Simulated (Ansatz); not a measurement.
# The perfect GaP wire along [100], 14 atoms a period, H-terminated

What gap, if any, does the GaP wire along [100], 14 atoms a period, H-terminated have, and how does it change under strain?

Method: DFT PBE, plane waves, PAW; relaxation of a wire's period, in the first sound run; inputs show where later runs differ, in Ansatz 0.2.0.

Most raw output is cut from this account.

## (1) Set-up

The cell holds 30 atoms: 7 Ga, 16 H and 7 P. Cell: a = 15.425 Å, b = 15.425 Å, c = 5.510 Å, α = 90.0°, β = 90.0°, γ = 90.0°. Vacuum lies along a and b. The structure's axis is c.

## (2) The relaxed wire

Band widths follow the bond lengths, so the wire is relaxed first. The atoms and the third cell vector are free; the box across stays fixed as vacuum. A Fermi-Dirac smearing is set since the result may be a metal. The pressure printed is a third of the stress's trace over the whole box, vacuum included; only the stress along the axis is relaxed.

input.yaml

```yaml
crystal:
  lattice:
    - [15.425, 0.0, 0.0]
    - [0.0, 15.425, 0.0]
    - [0.0, 0.0, 5.51]
  atoms:
    - { symbol: Ga, position: [0.279560028, 0.636772345, 0.0] }
    - { symbol: Ga, position: [0.458166186, 0.458166186, 0.0] }
    - { symbol: Ga, position: [0.636772345, 0.636772345, 0.0] }
    - { symbol: H, position: [0.315338901, 0.315338901, 0.100161364] }
    - { symbol: H, position: [0.422387313, 0.779599631, 0.100161364] }
    - { symbol: H, position: [0.220421394, 0.577633712, 0.165555976] }
    - { symbol: H, position: [0.695910979, 0.695910979, 0.165555976] }
    - { symbol: P, position: [0.368863107, 0.368863107, 0.25] }
[... 18 atom lines left out ...]
    - { symbol: H, position: [0.220421394, 0.695910979, 0.834444024] }
    - { symbol: H, position: [0.493945059, 0.779599631, 0.899838636] }
    - { symbol: H, position: [0.600993472, 0.315338901, 0.899838636] }
    - { symbol: H, position: [0.779599631, 0.493945059, 0.899838636] }
kpoints:
  mp_grid: { grid: [1, 1, 15] }
scf:
  occupations: { method: fermi_dirac, width: 0.05 }
hamiltonian:
  xc: pbe
relax:
  cell: { fix: [a, b, alpha, beta, gamma] }
  max_steps: 45
  f_tol: 0.03
```

On the command line:

```
$ ansatz run input.yaml --threads 4 --pin off --max-ram 16384MiB --backend cpu --events-out ev --progress --plain --runs-dir out
```

Elapsed: 6.5 min, on 4 threads of Arm Neoverse V1, shared host; peak memory 3 GiB.

Step by step:

```csv
step,energy less that of the first step (eV),largest force component (eV/Å),pressure (GPa),volume (Å³)
1,0.0000,1.0706,0.08,1311.00
2,-1.0611,0.5913,-0.01,1318.69
3,-1.3558,0.3216,-0.08,1325.44
4,-1.4636,0.1476,-0.03,1326.35
5,-1.5190,0.0806,-0.04,1327.93
6,-1.5384,0.0604,-0.01,1331.57
7,-1.5425,0.0395,0.01,1334.96
8,-1.5435,0.0502,-0.02,1338.43
9,-1.5386,0.0964,-0.02,1344.06
10,-1.5452,0.0215,-0.01,1339.60
11,-1.5457,0.0149,-0.02,1341.72
12*,-1.5525,0.0153,-0.01,1341.72
```

Relaxation steps marked * repeat the geometry before them on a plane-wave basis chosen anew for their cell, so energy and pressure can jump there. Relaxation step 9 was tried and not accepted.

```csv
cell as run,before,after,change
c (Å),5.510,5.639,+2.3 %
```

The atoms that moved most (Å, along periodic axes as changes of fractional coordinates times the final cell, across vacuum about the mean position):

```csv
atom,dx,dy,dz,length
H27,0.602,0.556,-0.390,0.908
H6,-0.398,0.514,-0.501,0.820
H21,0.348,-0.361,0.304,0.586
Ga1,-0.136,0.247,-0.353,0.452
H11,-0.219,-0.252,0.291,0.443
H12,0.313,0.213,-0.128,0.400
H5,-0.079,0.039,0.389,0.398
H28,0.191,0.089,-0.324,0.386
```

Final coordinates:

```cif
data_structure
_symmetry_space_group_name_H-M 'P 1'
_symmetry_Int_Tables_number 1
_cell_length_a 15.4250
_cell_length_b 15.4250
_cell_length_c 5.6391
_cell_angle_alpha 90.000
_cell_angle_beta 90.000
_cell_angle_gamma 90.000
_cell_volume 1341.72
loop_
_atom_site_label
_atom_site_type_symbol
_atom_site_fract_x
_atom_site_fract_y
_atom_site_fract_z
_atom_site_occupancy
Ga1 Ga 0.27077 0.65281 0.93739 1
Ga2 Ga 0.45259 0.45965 0.00281 1
Ga3 Ga 0.63674 0.64068 0.03390 1
H4 H 0.32262 0.32322 0.11842 1
H5 H 0.41725 0.78213 0.16906 1
H6 H 0.19465 0.61096 0.07680 1
H7 H 0.69566 0.70579 0.17298 1
P8 P 0.37462 0.37351 0.27547 1
P9 P 0.36262 0.71467 0.25410 1
P10 P 0.54655 0.54661 0.25206 1
H11 H 0.20620 0.50099 0.38613 1
H12 H 0.53761 0.23424 0.31168 1
H13 H 0.70280 0.40152 0.34573 1
H14 H 0.31240 0.76503 0.41432 1
Ga15 Ga 0.27158 0.44556 0.53339 1
Ga16 Ga 0.46447 0.27000 0.47851 1
Ga17 Ga 0.45104 0.62517 0.50068 1
Ga18 Ga 0.63380 0.45327 0.49197 1
H19 H 0.60696 0.76023 0.58906 1
H20 H 0.77892 0.59575 0.65114 1
H21 H 0.24300 0.37565 0.71948 1
H22 H 0.40617 0.21054 0.63670 1
P23 P 0.36299 0.54635 0.75670 1
P24 P 0.53808 0.37409 0.73624 1
P25 P 0.54914 0.71340 0.73789 1
P26 P 0.71286 0.54697 0.76591 1
H27 H 0.25944 0.73199 0.76533 1
H28 H 0.50630 0.78540 0.84243 1
H29 H 0.59561 0.32660 0.88519 1
H30 H 0.76685 0.49357 0.90851 1
```

Numbers from this step:

- cell length along the wire: 5.639 Å

The cell's length comes to 5.639 Å with spin left out.

## (3) The wire at its relaxed period

This step: DFT PBE, plane waves, PAW; bands of a perfect wire (Ansatz 0.2.0).

At the relaxed period the bands are computed along the axis; those that cross an energy going forward count the channels that a perfect wire would open there.

input.yaml

```yaml
crystal:
  lattice:
    - [15.425, 0.0, 0.0]
    - [0.0, 15.425, 0.0]
    - [0.0, 0.0, 5.6391182082]
  atoms:
    - { symbol: Ga, position: [0.270770998, 0.652807579, 0.937394733] }
    - { symbol: Ga, position: [0.452591787, 0.459648069, 0.002814541] }
    - { symbol: Ga, position: [0.636736145, 0.640682536, 0.033897086] }
    - { symbol: H, position: [0.32262192, 0.323217982, 0.118423396] }
    - { symbol: H, position: [0.417248748, 0.7821258, 0.16905815] }
    - { symbol: H, position: [0.194650673, 0.610955095, 0.076800801] }
    - { symbol: H, position: [0.695660616, 0.705788249, 0.172975195] }
    - { symbol: P, position: [0.374619915, 0.373511534, 0.275471885] }
[... 18 atom lines left out ...]
    - { symbol: H, position: [0.259444267, 0.731987905, 0.765331577] }
    - { symbol: H, position: [0.506298574, 0.785397045, 0.842433439] }
    - { symbol: H, position: [0.595606753, 0.326597291, 0.885186369] }
    - { symbol: H, position: [0.766846073, 0.493574467, 0.90850884] }
kpoints:
  mp_grid: { grid: [1, 1, 15] }
  band_path: { path: ["Γ", Z], npoints: 90 }
scf:
  occupations: { method: fermi_dirac, width: 0.05 }
hamiltonian:
  xc: pbe
output:
  dos: { e_range: [-5, 4] }
  write_potential: true
  write_density: true
  volumetric_format: npy
```

The job ended after 6.4 min (4 threads; peak memory 6.9 GiB; 25 min of CPU time).

This step gave:

```yaml
band_gap: 3.206 eV
```

The electronic bands at the labelled points (eV, zero at the Fermi level; v1 is the highest filled band, c1 the lowest empty one):

```csv
point,v4,v3,v2,v1,c1,c2,c3,c4
Γ,-2.12,-1.85,-1.72,-1.61,1.60,1.85,1.91,2.08
halfway,-2.16,-1.90,-1.81,-1.71,1.74,1.87,2.00,2.23
Z,-2.13,-2.00,-1.97,-1.86,1.68,1.93,2.01,2.28
```

The gap is 3.21 eV, with spin left out.

The path shows a direct gap of 3.21 eV (valence top at Γ, conduction bottom at Γ).

## (4) Strain along the wire, period over the relaxed period 0.96, k-mesh 1×1×12

This step: DFT PBE, plane waves, PAW; relaxation at a fixed period (Ansatz 0.2.0).

The period is set to 0.96 times the relaxed one and the atoms relax within it: strain changes bond lengths and angles, which shifts the bands against each other. Against the first PBE run of this kind, the mesh along the wire has 12 points against 15.

The cell differs from the one that the last finished run ended in (c 5.639 → 5.414 Å).

Edit input.yaml of step 3 so:

```diff
@@ -4,3 +4,3 @@
     - [0.0, 15.425, 0.0]
-    - [0.0, 0.0, 5.6391182082]
+    - [0.0, 0.0, 5.4135534798]
   atoms:
@@ -37,3 +37,3 @@
 kpoints:
-  mp_grid: { grid: [1, 1, 15] }
+  mp_grid: { grid: [1, 1, 12] }
   band_path: { path: ["Γ", Z], npoints: 90 }
@@ -43,6 +43,6 @@
   xc: pbe
+relax:
+  max_steps: 40
+  f_tol: 0.02
 output:
-  dos: { e_range: [-5, 4] }
-  write_potential: true
-  write_density: true
-  volumetric_format: npy
+  stress: true
```

The job ended after 7.2 min (4 threads; peak memory 6.7 GiB).

Step by step:

```csv
step,energy less that of the first step (eV),largest force component (eV/Å)
1,0.0000,0.3659
2,-0.1353,0.1325
3,-0.1554,0.0431
4,-0.1586,0.0169
5,-0.1596,0.0141
6,-0.1604,0.0176
```

The atoms that moved most (Å):

```csv
atom,dx,dy,dz,length
H27,-0.151,-0.052,-0.071,0.174
H11,-0.049,-0.097,-0.078,0.134
H28,0.101,0.066,0.048,0.130
H6,-0.030,0.016,0.124,0.129
H14,0.051,0.100,0.043,0.121
H21,-0.041,0.029,0.107,0.118
H22,0.042,-0.047,0.095,0.114
H5,-0.014,0.057,-0.093,0.110
```

Final coordinates:

```xyz
30
Lattice="15.4250 0.0000 0.0000 0.0000 15.4250 0.0000 0.0000 0.0000 5.4136" Properties=species:S:1:pos:R:3
Ga    4.0993   10.0766    5.0946
Ga    6.9653    7.0953    0.0176
Ga    9.8682    9.8997    0.1849
H     4.9969    4.9638    0.5640
H     6.4221   12.1214    0.8218
H     2.9725    9.4400    0.5398
H    10.7705   10.8755    1.0108
P     5.7672    5.7073    1.5034
P     5.5861   11.1028    1.3544
P     8.4361    8.4516    1.3656
H     3.1314    7.6303    2.0120
H     8.2610    3.5340    1.6293
H    10.8331    6.1974    1.7637
H     4.8702   11.9010    2.2855
Ga    4.1459    6.8364    2.8891
Ga    7.1722    4.1017    2.6032
Ga    6.9398    9.6838    2.7123
Ga    9.7989    6.9704    2.6489
H     9.3582   11.7435    3.0863
H    12.0627    9.1527    3.4496
H     3.7069    5.8236    4.0017
H     6.3071    3.2007    3.5422
P     5.5470    8.4427    4.0969
P     8.3202    5.7423    3.9976
P     8.5016   11.0508    3.9839
P    11.0552    8.4257    4.1395
H     3.8513   11.2394    4.0720
H     7.9108   12.1812    4.6085
H     9.1775    5.0492    4.8990
H    11.8954    7.6400    4.9716
```

Numbers from this step:

| Item | Value |
| --- | --- |
| band gap | 3.195 eV |

Electronic bands along the path, in eV, zero at the Fermi level; v1 is the highest filled band, c1 the lowest empty one:

```csv
point,v4,v3,v2,v1,c1,c2,c3,c4
Γ,-2.12,-1.81,-1.69,-1.61,1.58,1.87,1.92,2.05
halfway,-2.16,-1.89,-1.79,-1.68,1.74,1.87,2.01,2.26
Z,-2.15,-1.97,-1.89,-1.82,1.67,1.97,2.11,2.32
```

The gap is 3.19 eV, against 3.21 eV under PBE at the relaxed period.

## (5) At a strained period, period over the relaxed period 0.98, k-mesh 1×1×11

The period is set to 0.98 times the relaxed one and the atoms relax within it: strain changes bond lengths and angles, which shifts the bands against each other. Against the first PBE run of this kind, the mesh along the wire has 11 points against 15.

The cell differs from the one that the last finished run ended in (c 5.414 → 5.526 Å).

Edit input.yaml of step 4 so:

```diff
@@ -4,3 +4,3 @@
     - [0.0, 15.425, 0.0]
-    - [0.0, 0.0, 5.4135534798]
+    - [0.0, 0.0, 5.526335844]
   atoms:
@@ -37,3 +37,3 @@
 kpoints:
-  mp_grid: { grid: [1, 1, 12] }
+  mp_grid: { grid: [1, 1, 11] }
   band_path: { path: ["Γ", Z], npoints: 90 }
```

It took 6.4 min on 4 threads; peak memory 6.9 GiB.

Step by step:

```csv
step,energy less that of the first step (eV),largest force component (eV/Å)
1,0.0000,0.1784
2,-0.0328,0.0792
3,-0.0377,0.0170
```

The atoms that moved most (Å):

```csv
atom,dx,dy,dz,length
H27,-0.045,-0.015,-0.034,0.059
H21,-0.026,0.016,0.045,0.055
H20,0.036,-0.020,-0.034,0.053
H29,-0.009,-0.007,0.051,0.053
H6,-0.039,0.015,0.031,0.052
H30,0.039,0.012,0.032,0.052
H19,-0.008,0.019,-0.046,0.050
H12,-0.014,-0.033,-0.035,0.050
```

Final coordinates:

```xyz
30
Lattice="15.4250 0.0000 0.0000 0.0000 15.4250 0.0000 0.0000 0.0000 5.5263" Properties=species:S:1:pos:R:3
Ga    4.1393   10.0737    5.1883
Ga    6.9777    7.0900    0.0156
Ga    9.8468    9.8932    0.1885
H     4.9877    4.9739    0.6111
H     6.4184   12.0923    0.9002
H     2.9631    9.4390    0.4553
H    10.7494   10.8838    0.9973
P     5.7688    5.7388    1.5242
P     5.5862   11.0541    1.4010
P     8.4396    8.4367    1.3938
H     3.1536    7.7008    2.1016
H     8.2787    3.5801    1.6872
H    10.8512    6.1969    1.8635
H     4.8353   11.8284    2.3255
Ga    4.1641    6.8632    2.9466
Ga    7.1658    4.1344    2.6449
Ga    6.9530    9.6568    2.7693
Ga    9.7956    6.9800    2.7147
H     9.3541   11.7451    3.2092
H    12.0506    9.1698    3.5645
H     3.7219    5.8100    4.0214
H     6.2838    3.2169    3.5533
P     5.5757    8.4322    4.1846
P     8.3108    5.7529    4.0739
P     8.4821   11.0298    4.0749
P    11.0344    8.4326    4.2323
H     3.9568   11.2756    4.1950
H     7.8410   12.1435    4.6802
H     9.1781    5.0307    4.9431
H    11.8673    7.6255    5.0525
```

The gap is 3.20 eV, against 3.21 eV under PBE at the relaxed period.

## (6) At a strained period, period over the relaxed period 1.02, k-mesh 1×1×11

The period is set to 1.02 times the relaxed one and the atoms relax within it: strain changes bond lengths and angles, which shifts the bands against each other. Against the first PBE run of this kind, the mesh along the wire has 11 points against 15.

The cell differs from the one that the last finished run ended in (c 5.526 → 5.752 Å).

Edit input.yaml of step 5 so:

```diff
@@ -4,3 +4,3 @@
     - [0.0, 15.425, 0.0]
-    - [0.0, 0.0, 5.526335844]
+    - [0.0, 0.0, 5.7519005723]
   atoms:
```

Elapsed: 6.8 min, on 4 threads; peak memory 7.1 GiB; 27 min of CPU time.

Relaxation path:

```csv
step,energy less that of the first step (eV),largest force component (eV/Å)
1,0.0000,0.1844
2,-0.0321,0.1024
3,-0.0374,0.0287
4,-0.0381,0.0093
```

The atoms that moved most (Å):

```csv
atom,dx,dy,dz,length
H27,0.051,0.011,0.036,0.064
H11,0.029,0.042,0.033,0.061
H12,0.024,0.037,0.037,0.058
H21,0.017,-0.007,-0.052,0.056
H22,-0.015,0.025,-0.047,0.055
H5,0.020,-0.031,0.038,0.053
H29,0.005,-0.001,-0.053,0.053
H13,-0.004,0.000,0.052,0.052
```

The relaxed structure:

```cif
data_structure
_symmetry_space_group_name_H-M 'P 1'
_symmetry_Int_Tables_number 1
_cell_length_a 15.4250
_cell_length_b 15.4250
_cell_length_c 5.7519
_cell_angle_alpha 90.000
_cell_angle_beta 90.000
_cell_angle_gamma 90.000
_cell_volume 1368.55
loop_
_atom_site_label
_atom_site_type_symbol
_atom_site_fract_x
_atom_site_fract_y
_atom_site_fract_z
_atom_site_occupancy
Ga1 Ga 0.27292 0.65233 0.93655 1
Ga2 Ga 0.45292 0.45965 0.00310 1
Ga3 Ga 0.63509 0.64006 0.03308 1
H4 H 0.32205 0.32379 0.12657 1
H5 H 0.41851 0.78012 0.17569 1
H6 H 0.19620 0.60996 0.07002 1
H7 H 0.69438 0.70611 0.16483 1
P8 P 0.37518 0.37508 0.27520 1
P9 P 0.36315 0.71259 0.25491 1
P10 P 0.54613 0.54621 0.25202 1
H11 H 0.20805 0.50374 0.39182 1
H12 H 0.53914 0.23667 0.31816 1
H13 H 0.70252 0.40153 0.35480 1
H14 H 0.31159 0.76301 0.40852 1
Ga15 Ga 0.27302 0.44667 0.53290 1
Ga16 Ga 0.46458 0.27189 0.47766 1
Ga17 Ga 0.45127 0.62404 0.50058 1
Ga18 Ga 0.63265 0.45393 0.49324 1
H19 H 0.60706 0.75946 0.59731 1
H20 H 0.77696 0.59664 0.65736 1
H21 H 0.24412 0.37521 0.71037 1
H22 H 0.40522 0.21215 0.62854 1
P23 P 0.36437 0.54592 0.75697 1
P24 P 0.53732 0.37505 0.73577 1
P25 P 0.54815 0.71201 0.73862 1
P26 P 0.71065 0.54711 0.76626 1
H27 H 0.26277 0.73273 0.77155 1
H28 H 0.50389 0.78366 0.83851 1
H29 H 0.59595 0.32650 0.87605 1
H30 H 0.76446 0.49252 0.90303 1
```

The gap is 3.22 eV, against 3.21 eV under PBE at the relaxed period.

## (7) Strain along the wire, period over the relaxed period 1.04, k-mesh 1×1×11

The period is set to 1.04 times the relaxed one and the atoms relax within it: strain changes bond lengths and angles, which shifts the bands against each other. Against the first PBE run of this kind, the mesh along the wire has 11 points against 15.

The cell differs from the one that the last finished run ended in (c 5.752 → 5.865 Å).

Edit input.yaml of step 6 so:

```diff
@@ -4,3 +4,3 @@
     - [0.0, 15.425, 0.0]
-    - [0.0, 0.0, 5.7519005723]
+    - [0.0, 0.0, 5.8646829365]
   atoms:
```

The job ended after 8.5 min (4 threads; peak memory 7.2 GiB).

Relaxation path:

```csv
step,energy less that of the first step (eV),largest force component (eV/Å)
1,0.0000,0.3587
2,-0.1231,0.2149
3,-0.1441,0.0713
4,-0.1466,0.0180
5,-0.1466,0.0180
6,-0.1477,0.0224
7,-0.1448,0.0870
8,-0.1491,0.0158
9,-0.1500,0.0180
10,-0.1503,0.0200
```

Relaxation step 7 was tried and not accepted.

The atoms that moved most (Å):

```csv
atom,dx,dy,dz,length
H27,0.213,0.053,0.056,0.227
H11,0.108,0.163,0.027,0.197
H28,-0.156,-0.114,-0.003,0.193
H6,0.014,0.023,-0.173,0.175
H21,-0.035,0.023,-0.154,0.160
H19,-0.049,0.041,0.145,0.158
H14,-0.062,-0.142,-0.029,0.157
H5,-0.008,-0.060,0.119,0.133
```

The relaxed structure:

```cif
data_structure
_symmetry_space_group_name_H-M 'P 1'
_symmetry_Int_Tables_number 1
_cell_length_a 15.4250
_cell_length_b 15.4250
_cell_length_c 5.8647
_cell_angle_alpha 90.000
_cell_angle_beta 90.000
_cell_angle_gamma 90.000
_cell_volume 1395.39
loop_
_atom_site_label
_atom_site_type_symbol
_atom_site_fract_x
_atom_site_fract_y
_atom_site_fract_z
_atom_site_occupancy
Ga1 Ga 0.27694 0.65292 0.93194 1
Ga2 Ga 0.45435 0.45835 0.00370 1
Ga3 Ga 0.63348 0.63967 0.03312 1
H4 H 0.32156 0.32430 0.13353 1
H5 H 0.41674 0.77823 0.18929 1
H6 H 0.19558 0.61243 0.04725 1
H7 H 0.69240 0.70699 0.15901 1
P8 P 0.37559 0.37653 0.27469 1
P9 P 0.36278 0.70830 0.25900 1
P10 P 0.54702 0.54453 0.25239 1
H11 H 0.21322 0.51153 0.39077 1
H12 H 0.54053 0.23959 0.32060 1
H13 H 0.70412 0.40097 0.36611 1
H14 H 0.30838 0.75585 0.40944 1
Ga15 Ga 0.27432 0.44983 0.52856 1
Ga16 Ga 0.46473 0.27363 0.47527 1
Ga17 Ga 0.45255 0.62126 0.50023 1
Ga18 Ga 0.63315 0.45398 0.49621 1
H19 H 0.60381 0.76286 0.61384 1
H20 H 0.77615 0.59723 0.66485 1
H21 H 0.24073 0.37716 0.69315 1
H22 H 0.40503 0.21270 0.61900 1
P23 P 0.36683 0.54443 0.75813 1
P24 P 0.53729 0.37507 0.73463 1
P25 P 0.54578 0.71024 0.74217 1
P26 P 0.70913 0.54758 0.76827 1
H27 H 0.27326 0.73545 0.77486 1
H28 H 0.49618 0.77799 0.84192 1
H29 H 0.59634 0.32470 0.86640 1
H30 H 0.76227 0.49204 0.90166 1
```

The gap is 3.23 eV, against 3.21 eV under PBE at the relaxed period.

## (8) Strain along the wire, period over the relaxed period 1.06, k-mesh 1×1×11

The period is set to 1.06 times the relaxed one and the atoms relax within it: strain changes bond lengths and angles, which shifts the bands against each other. Against the first PBE run of this kind, the mesh along the wire has 11 points against 15.

The cell differs from the one that the last finished run ended in (c 5.865 → 5.977 Å).

Edit input.yaml of step 7 so:

```diff
@@ -4,3 +4,3 @@
     - [0.0, 15.425, 0.0]
-    - [0.0, 0.0, 5.8646829365]
+    - [0.0, 0.0, 5.9774653006]
   atoms:
```

Run time: 9.3 min. Hardware: 4 threads; peak memory 7.4 GiB.

Electronic bands along the path, in eV, zero at the Fermi level; v1 is the highest filled band, c1 the lowest empty one:

```csv
point,v4,v3,v2,v1,c1,c2,c3,c4
Γ,-2.11,-1.90,-1.73,-1.60,1.64,1.86,1.89,2.11
halfway,-2.12,-1.96,-1.82,-1.70,1.69,1.82,1.95,2.16
Z,-2.17,-2.05,-2.01,-1.87,1.65,1.76,1.82,2.12
```

The gap is 3.24 eV, against 3.21 eV under PBE at the relaxed period.

## (9) The series together

Times are for 4 threads of Arm Neoverse V1, shared host. Results by setting:

```csv
no.,period over the relaxed period,k-mesh,pressure (GPa),band gap (eV),time,memory (GiB)
1,0.96,1×1×12,0.1014,3.195,7.2 min,6.7
2,0.98,1×1×11,0.02830,3.204,6.4 min,6.9
3,1.02,1×1×11,-0.05726,3.221,6.8 min,7.1
4,1.04,1×1×11,-0.1156,3.227,8.5 min,7.2
5,1.06,1×1×11,-0.1603,3.238,9.3 min,7.4
```

## (10) What came out

```yaml
cell_length_pbe: 5.639 Å
gap_pbe: 3.21 eV
gap_period_scaled_by_0p96: 3.19 eV
gap_period_scaled_by_0p98: 3.20 eV
gap_period_scaled_by_1p02: 3.22 eV
gap_period_scaled_by_1p04: 3.23 eV
gap_period_scaled_by_1p06: 3.24 eV
```

What this shows: Under PBE the cell's length is 5.64 Å, and a gap of 3.21 eV makes it a semiconductor. Plain hydrogen on a compound's surface is a simple closure: it may leave surface states, and facets that end in unlike atoms put a field across the wire, both of which shrink the gap.

[Logs are printed without paths, hosts, clocks, repeated set-up lines and the standing remarks that a program may print on its own settings, such as how far it seeks lower states.]

[Hosts, paths, dates, database ids (printed as entryN), source tags and the programs' standing remarks are cut or masked in the printed files.]
